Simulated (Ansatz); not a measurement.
## Lattice dynamics of Ba (Im-3m, 1 atom in the cell)

Wanted: phonon frequencies of Ba (Im-3m, 1 atom in the cell) and what follows from them.

Calculated with Ansatz 0.2.0; DFT PBE, scalar-relativistic, plane waves, PAW.

The database entry behind the starting cell differs from later determinations by our own check (0.1 to 0.3 % short, probably kX units), so it need not match the best structure at ambient conditions.

### Step 1. The starting structure

It takes space group Im-3m (No. 229, cubic). The conventional cell has a = 5.013 Å, b = 5.013 Å, c = 5.013 Å, α = 90.00°, β = 90.00°, γ = 90.00°. Ba has 8 Ba at 4.34 Å nearest.

### Step 2. Bringing the structure to rest

The cell and atoms are relaxed, since residual forces and stress would shift the frequencies.

File input.yaml:

```yaml
crystal:
  lattice:
    - [-2.5065, 2.5065, 2.5065]
    - [2.5065, -2.5065, 2.5065]
    - [2.5065, 2.5065, -2.5065]
  atoms:
    - { symbol: Ba, position: [0.0, 0.0, 0.0] }
kpoints:
  mp_grid: { grid: [12, 12, 12] }
hamiltonian:
  xc: pbe
scf:
  occupations: { method: gaussian, width: 0.1 }
output:
  forces: true
  stress: true
  eigenvalues: true
relax:
  adjacent_minimum: "off"
  f_tol: 0.005
  max_steps: 80
  cell: { stress_tol: 0.05 }
```

On the command line:

```
ansatz run input.yaml --threads 4 --pin off --max-ram 7168MiB --backend cpu --events-out ev --progress --plain --runs-dir out
```

Numbers of over 12 decimals in the logs are rounded to 6 here.

Output:

```text
Engine: ansatz 0.2.0, aarch64-unknown-linux-gnu
Pseudopotentials: kind: paw
Pseudopotential: Ba, paw, valence charge 10, recommended cutoff 420 eV (normal), Ba.paw.azcp
Functional definition: PBE
  parameter kappa = 0.804
  parameter beta = 0.066725
  exchange = pbe_x(kappa = kappa, mu = beta*pi^2/3)
  correlation = pbe_c(beta = beta)
Crystal: 1 atoms, lattice volume = 62.989 Å³
Basis set: ecut = 420 eV, 1253 PW (Γ), exchange–correlation on 60×60×60 points (8 copies of the dense FFT grid, shifted against one another)
Bands: 9, of which v1, the nominal top of the filled ones, is band 5 counted from 1 (4 counted from 0)
Symmetry: 48 space group operations
Space group: Im-3m (ITA 229), of the structure as read, at distance tolerance 4.0e-5 Å
k-points: 72 of 1728
Non-local potential: Ba, projectors of the file, l = 0: 3, l = 1: 2, l = 2: 2, l = 3: 2
PAW form: soft (Blöchl's): semilocal exchange-correlation on the pseudo side does not see the compensation charge
PAW one-centre angular grid: Ba, 194 points (default); XC on 64 Gauss nodes
Initial density: superposition of atomic densities (neutral atoms: chi_scale 0, normalization atom), corrected by the library's trained network
Initial wavefunctions: pseudopotential atomic-orbital guess
Functional: x = pbe(κ = 0.804, μ = 0.219515), c = pbe(β = 0.066725)
SCF iter   1: F=—  HF=-5949.543059 eV  |F-HF|=—  |Δ(HF+E_count)|=         —  Δρ=9.97e-4  dr2=9.48e-4  ethr=1.77e-3  ⟨swp⟩=7.5  Hψ=6369  notcnv=0
preconditioner: auto → Kerker (q_TF=auto, 2.008 Å⁻¹)  [metal: Δε(μ)=0.033 eV  Ē_g=2.780 eV  σ=0.100 eV  W_gap=0.18  n_scr=12 (ndim 8)  ℏωp=6.6 eV  f_vac=0.000  D(μ)=1.29/eV (n_scr^D=12)]
SCF iter   2: F=—  HF=-5949.543077 eV  |F-HF|=—  |Δ(HF+E_count)|=   1.80e-5  Δρ=7.05e-4  dr2=5.05e-4  ethr=9.48e-6  ⟨swp⟩=2.3  Hψ=1456  notcnv=0
SCF iter   3: F=—  HF=-5949.543076 eV  |F-HF|=—  |Δ(HF+E_count)|=   1.13e-6  Δρ=1.24e-4  dr2=1.20e-5  ethr=5.05e-6  ⟨swp⟩=2.8  Hψ=1003  notcnv=0
SCF iter   4: F=—  HF=-5949.543079 eV  |F-HF|=—  |Δ(HF+E_count)|=   2.89e-6  Δρ=5.97e-5  dr2=1.31e-6  ethr=1.20e-7  ⟨swp⟩=2.4  Hψ=1017  notcnv=0
iter 5 did not close the SCF: its close was put off for the readings that it lacked (scf_convergence_deferred on its scf_iter line)
SCF iter   5: F=-5949.543080 eV  HF=-5949.543080 eV  |F-HF|=8.51e-9  |Δ(HF+E_count)|=   1.07e-6  Δρ=8.41e-6  dr2=5.48e-8  ethr=1.31e-8  ⟨swp⟩=2.0  Hψ=951  notcnv=0
SCF iter   6: F=-5949.543080 eV  HF=-5949.543080 eV  |F-HF|=1.50e-9  |Δ(HF+E_count)|=   1.70e-8  Δρ=1.60e-6  dr2=1.90e-9  ethr=5.48e-10  ⟨swp⟩=3.1  Hψ=2593  notcnv=0
SCF 1 converged in 6 iterations: F = -5949.543080 eV  dr2 = 1.90e-9
  greatest PAW one-centre occupation: 0.959 electrons in one spin orbital (limit 2), on the Ba atom at site 0 (counted from 0), in its partial waves of l = 0
relax step   1: F+E_penalty+E_count = -5949.54307974 eV  Δ(F+E_penalty+E_count) = +0.000e0 eV  max|allowed force component| = 0.000e0 eV/Å  Δτ_max = 0.0000 Å  P = +0.038 GPa  Ω = 62.989 Å³  (6 SCF iters, dr2 threshold 1.00e-7 eV, accepted)
Initial density: handed on by an earlier stage of this run
Initial wavefunctions: pseudopotential atomic-orbital guess (no wavefunctions were taken with the density)
iter 1 solved again at ethr=1.92e-8 eV; its pass at ethr=3.10e-3 eV (dr2=1.92e-6 eV) is discarded
SCF iter   1: F=—  HF=-5949.543080 eV  |F-HF|=—  |Δ(HF+E_count)|=         —  Δρ=1.56e-6  dr2=1.83e-9  ethr=1.92e-8  ⟨swp⟩=3.2  Hψ=8564  notcnv=0
preconditioner: auto → Kerker (q_TF=auto, 2.008 Å⁻¹)  [metal: Δε(μ)=0.037 eV  Ē_g=2.776 eV  σ=0.100 eV  W_gap=0.20  n_scr=12 (ndim 8)  ℏωp=6.6 eV  f_vac=0.000  D(μ)=1.29/eV (n_scr^D=12)]
SCF iter   2: F=—  HF=-5949.543080 eV  |F-HF|=—  |Δ(HF+E_count)|=   7.74e-8  Δρ=1.10e-6  dr2=9.74e-10  ethr=1.83e-11  ⟨swp⟩=2.1  Hψ=1010  notcnv=0
SCF iter   3: F=—  HF=-5949.543080 eV  |F-HF|=—  |Δ(HF+E_count)|=  8.78e-10  Δρ=3.16e-7  dr2=4.47e-11  ethr=9.74e-12  ⟨swp⟩=2.1  Hψ=955  notcnv=0
SCF iter   4: F=—  HF=-5949.543080 eV  |F-HF|=—  |Δ(HF+E_count)|=  7.28e-12  Δρ=1.81e-7  dr2=1.60e-11  ethr=1.00e-12  ⟨swp⟩=6.0  Hψ=3211  notcnv=0
SCF iter   5: F=-5949.543080 eV  HF=-5949.543080 eV  |F-HF|=1.82e-12  |Δ(HF+E_count)|=  3.64e-12  Δρ=2.43e-8  dr2=2.75e-13  ethr=1.00e-12  ⟨swp⟩=5.3  Hψ=2415  notcnv=0
SCF 2 converged in 5 iterations: F = -5949.543080 eV  dr2 = 2.75e-13
relax step   2: F+E_penalty+E_count = -5949.54307974 eV  Δ(F+E_penalty+E_count) = -3.820e-10 eV  max|allowed force component| = 0.000e0 eV/Å  Δτ_max = 0.0000 Å  P = +0.038 GPa  Ω = 62.989 Å³  stress off target by 3.75e-2 GPa  SCF on the basis re-selected at this cell (its energy is not comparable with the rows above)  (5 SCF iters)
basis re-selected at this cell: Δ(F+E_penalty+E_count) = -3.820e-10 eV, ΔP = -0.000 GPa vs the last step (what re-selecting the basis moved, of the pressure what is left beyond the Pulay correction that the steps carried, after the strain that the cell walked since its last selection, with what the two solves' SCF thresholds leave and, on support functions, any second-order correction that the steps lacked; it is no  [...]
SCF converged after 5 iterations
Free energy (F): -5949.543080 eV
Harris-Foulkes:  -5949.543080 eV  (|F-HF|=1.82e-12)
Internal energy: -5949.536623 eV  (E = F + TS)
E sigma→0 (E₀):  -5949.539851 eV
Entropy (-TS):   -0.006457 eV (-6.457 meV/atom)
Fermi energy:    5.830620 eV
--- Per-component energies (eV) ---
  E_band       = -84.888974
  E_kinetic    = 166.384964
  E_local      = -376.986402  (includes V_loc(G=0)·N_el)
  E_nonlocal   = 57.096143
  E_hartree    = 118.975024
  E_xc         = -166.502227
  E_vxc        = -133.566221  (∫ρ·V_xc dr)
  E_paw        = -5225.826371  (= ΣΔE_a)
  E_vpaw       = -35.767503  (= ΣTr[D̂ρ^β])
  E_aug_tail   = -0.000002  (compensation charges beyond the density's cutoff)
  E_ewald      = -522.677753
  E_smearing   = -0.006457  (= −TS)
  E_closure    = -0.000000  (closes the sum)
  Σ components = -5949.543080   (vs F -5949.543080, Δ=0.00e0)
--- Forces (eV/Å), atoms counted from 1 ---
  atom   1  Ba    -0.00000000     0.00000000     0.00000000
  max |Σ_I F_I| component: 7.29e-32 eV/Å
--- Stress (GPa, compression-positive) ---
        0.037534      -0.000000      -0.000000
        0.000000       0.037534      -0.000000
       -0.000000       0.000000       0.037534
  P = ⅓ Tr σ = 0.0375 GPa (0.375 kbar)
--- Band table (eV; the first three rows and the last of 72) ---
  k-point 0: bands = ["-23.0318", "-7.9832", "-7.9832", "-7.9832", "3.0946", "7.6736", "7.6736", "7.6736", "9.0739"]
  k-point 1: bands = ["-23.0290", "-8.0163", "-7.9933", "-7.9834", "3.2246", "7.5602", "7.6063", "7.7986", "8.8671"]
  k-point 2: bands = ["-23.0211", "-8.1050", "-8.0210", "-7.9839", "3.5888", "7.2943", "7.3351", "8.1666", "8.7021"]
  k-point 71: bands = ["-22.9563", "-8.3027", "-8.3027", "-8.3027", "5.2969", "5.2969", "9.8618", "9.8618", "9.8618"]
--- Relaxed structure (1 steps of the walk, 1 accepted, 1 SCFs on fresh bases) ---
  F+E_penalty+E_count = -5949.54307974 eV   max|allowed force component| = 0.000e0 eV/Å   (the final SCF, on the basis selected at the relaxed cell)
  cell:  # Å, volume = 62.9888 Å³
    - [-2.5065, 2.5065, 2.5065]
    - [2.5065, -2.5065, 2.5065]
    - [2.5065, 2.5065, -2.5065]
  atoms:
    - { symbol: Ba, position: [0.0, 0.0, 0.0] }
```

Elapsed: 1.6 s, on 4 threads of Arm Neoverse V2, shared host; peak memory 0.37 GiB; 5.2 s of CPU time.

Little changed from the start: no atom moved by 0.005 Å and no cell edge by 0.1 %.

Numbers from this step:

```yaml
pressure: 0.03753 GPa
volume_per_atom: 62.99 Å³
gap_on_the_k_mesh: 0 eV
```

In this step the volume went from 62.99 to 62.99 Å³/atom.

### Step 3. Relaxing to small forces for the phonons

Phonons need a cell at rest on their own settings, so the relaxation is repeated with tight tolerances on forces and stress, using the mesh and the filling of the phonon run that follows.

input.yaml, the sections that differ from step 2:

```yaml
scf:
  occupations: { method: methfessel_paxton, width: 0.2 }
output:
  forces: true
  stress: true
  eigenvalues: true
  write_density: true
  write_potential: true
  elf: true
  volumetric_format: npy
relax:
  adjacent_minimum: "off"
  f_tol: 0.001
  max_steps: 60
  cell: { stress_tol: 0.01 }
# crystal, kpoints, hamiltonian: as in step 2
```

Output:

```text
[...]
Crystal: 1 atoms, lattice volume = 62.989 Å³
Basis set: ecut = 420 eV, 1253 PW (Γ), exchange–correlation on 60×60×60 points (8 copies of the dense FFT grid, shifted against one another)
Bands: 9, of which v1, the nominal top of the filled ones, is band 5 counted from 1 (4 counted from 0)
Symmetry: 48 space group operations
[...]
k-points: 72 of 1728
[...]
0.000000      -0.000000      -0.000339
  P = ⅓ Tr σ = -0.0003 GPa (-0.003 kbar)
--- Band table (eV; the first three rows and the last of 72) ---
[...]
--- Relaxed structure (3 steps of the walk, 3 accepted, 1 SCFs on fresh bases) ---
[...]
cell:  # Å, volume = 63.1877 Å³
    - [-2.509136, 2.509136, 2.509136]
    - [2.509136, -2.509136, 2.509136]
    - [2.509136, 2.509136, -2.509136]
  atoms:
    - { symbol: Ba, position: [0.0, 0.0, 0.0] }
[key lines of the parts left out:]
SCF converged after 5 iterations
Free energy (F): -5949.539665 eV
Fermi energy:    5.799955 eV
```

Run time: 3.4 s. Hardware: 4 threads; peak memory 0.38 GiB.

Step by step:

| step | energy less that of the first step (eV) | largest force component (eV/Å) | pressure (GPa) | volume (Å³) |
| --- | --- | --- | --- | --- |
| 1 | 0.0000 | 0.0000 | 0.03 | 62.99 |
| 2 | 0.0000 | 0.0000 | 0.02 | 63.04 |
| 3 | 0.0000 | 0.0000 | 0.00 | 63.19 |
| 4* | 0.0000 | 0.0000 | 0.00 | 63.19 |

Relaxation steps marked * repeat the geometry before them on a plane-wave basis chosen anew for their cell, so energy and pressure can jump there.

| conventional cell, symmetrised | before | after | change |
| --- | --- | --- | --- |
| a (Å) | 5.013 | 5.018 | +0.1 % |
| b (Å) | 5.013 | 5.018 | +0.1 % |
| c (Å) | 5.013 | 5.018 | +0.1 % |
| volume (Å³/atom) | 62.99 | 63.19 | +0.3 % |

Final coordinates:

```cif
data_structure
_symmetry_space_group_name_H-M 'P 1'
_symmetry_Int_Tables_number 1
_cell_length_a 4.3460
_cell_length_b 4.3460
_cell_length_c 4.3460
_cell_angle_alpha 109.471
_cell_angle_beta 109.471
_cell_angle_gamma 109.471
_cell_volume 63.19
loop_
_atom_site_label
_atom_site_type_symbol
_atom_site_fract_x
_atom_site_fract_y
_atom_site_fract_z
_atom_site_occupancy
Ba1 Ba 0.00000 0.00000 0.00000 1
```

Numbers from this step:

```
pressure        : -3.39e-4 GPa
volume per atom : 63.19 Å³
```

Valence density in the ac plane of the conventional cell at fractional y = 0.000, with atoms of Ba within 0.2 Å of it. It is the smooth field of the valence electrons, not physical close to the nuclei.

Ten even steps from '_' (0.0 e/Å³) to '@' (1.3 e/Å³), each cell a mean:
```
==@@%%::____________..++@@**
@@@@++..______________--##@@
**==::________________..--++
....______________________..
____________________________
____________________________
____________________________
____________________________
____________________________
____________________________
--::____________________..::
%%**--________________::++%%
%%@@**::____________..==@@@@
::%%%%--____________..**@@==
```
Columns run along a (5.0 Å), rows up along c (5.0 Å), edges of the conventional cell, whose origin can differ from the input's. Atoms in or near the plane, at fractional coordinates: Ba at (0.00, 0.00).

Electrostatic potential energy in the ac plane of the conventional cell at fractional y = 0.000, with atoms of Ba within 0.2 Å of it. With pseudopotentials it is smooth inside the atoms' cores, unlike the true potential.

Ten even steps from '0' (-37 eV) to '9' (8 eV), each cell a mean:
```
00268999998410
01479999998631
45789999999864
78899999999988
99999999999999
99999999999999
99999999999999
99999999999999
99999999999999
89999999999998
67899999999876
23689999998742
00379999998510
00268999997400
```
Columns run along a (5.0 Å; values clipped at the 3rd and 97th percentile), rows up along c (5.0 Å), edges of the conventional cell, whose origin can differ from the input's. Atoms in or near the plane, at fractional coordinates: Ba at (0.00, 0.00).

ELF in the ac plane of the conventional cell at fractional y = 0.000, with atoms of Ba within 0.2 Å of it. It is the smooth field of the valence electrons, not physical close to the nuclei.

Ten even steps from '_' (0.05) to '@' (0.85), each cell a mean:
```
..**@@##::..==++::..==@@@@--
%%@@@@++....==++::..::##@@@@
@@%%**::__::==++--....==##@@
++--..__..--++++==::__..::==
........--==++++++==::......
::::--==++++++++++++==--::::
==++++++++++++++++++++++++++
======++++++++++++++++======
....::--==++++++++==--::....
::..__..::==++++++--..__..::
##**--....--++++==..__::++##
@@@@##--__::==++--....**@@@@
==%%@@**....==++::..--%%@@**
__==@@##::..====::..++@@%%..
```
Columns run along a (5.0 Å), rows up along c (5.0 Å), edges of the conventional cell, whose origin can differ from the input's. Atoms in or near the plane, at fractional coordinates: Ba at (0.00, 0.00).

The forces vanish by symmetry and the pressure is 0.000 GPa, within the tolerances set. The cell now holds 63.19 Å³/atom.

(Part 1 of 2 ends here.)

[Logs are printed without paths, hosts, clocks, repeated set-up lines and the standing remarks that a program may print on its own settings, such as how far it seeks lower states.]

[Hosts, paths, dates, database ids (printed as entryN), source tags and the programs' standing remarks are cut or masked in the printed files.]
